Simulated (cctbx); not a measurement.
**Resonant diffraction in Os2PbN2**

Space group I4/mmm (no. 139), a = 3.5720 Å, b = 3.5720 Å, c = 9.8470 Å, α = 90.00°, β = 90.00°, γ = 90.00°.

```
atom  mult.    x    y       z  Ueq (Å²)
 Pb1      2    0    0       0    0.0151
 Os1      4  1/2    0     1/4    0.0226
  N1      4  1/2  1/2  0.1501    0.0301
```

The model is made up (kin elements in a known structure type, no relaxation), so it says nothing on whether the phase exists.

Calculated with cctbx: free-atom f′ and f″ from the Sasaki tables, no fine structure; amplitudes in electrons.

| E (eV) | F 0 0 4 | F 2 1 1 | F 0 0 2 | F 1 1 4 |
| --- | --- | --- | --- | --- |
| 10271 | 312.4 | 92.2 | 113.6 | 77.2 |
| 10621 | 305.2 | 91.7 | 107.2 | 71.5 |
| 10751 | 299.6 | 91.4 | 101.9 | 66.8 |
| 10811 | 294.4 | 91.3 | 96.6 | 62.1 |
| 10841 | 289.3 | 91.3 | 91.2 | 57.4 |
| 10856 | 284.2 | 91.2 | 86.0 | 52.8 |
| 10863 | 279.7 | 91.2 | 81.2 | 48.6 |
| 10867 | 275.0 | 91.2 | 76.3 | 44.2 |
| 10875 | 275.9 | 91.2 | 79.5 | 49.3 |
| 10879 | 281.7 | 91.2 | 85.3 | 54.1 |
| 10886 | 286.6 | 91.2 | 90.3 | 58.2 |
| 10901 | 291.9 | 91.2 | 95.8 | 62.8 |
| 10931 | 297.1 | 91.1 | 101.2 | 67.4 |
| 11021 | 303.4 | 90.9 | 107.9 | 73.1 |
| 11271 | 310.1 | 90.4 | 115.9 | 80.0 |

**Question.** Which edge is crossed, and why do the reflections move as they do?

The L3 edge of Os. The edge is at 10871 eV. f′ of Os falls from -12.1 e at 10751 eV to -18.6 e at 4 eV below it, and f″ steps from 3.84 to 10.20 e across it. Over that approach |F| changes by -8 % (0 0 4), -0 % (2 1 1), -25 % (0 0 2) and -34 % (1 1 4): a reflection falls where Os scatters in phase with the total and rises where it scatters against it; it hardly moves where the Os term is small or cancels by symmetry. Above the edge the larger f″ enters the imaginary part, where it can add to or cancel the other atoms' f″. The structure is centrosymmetric, so Friedel mates stay equal.

[Logs are printed without paths, hosts, clocks, repeated set-up lines and the standing remarks that a program may print on its own settings, such as how far it seeks lower states.]
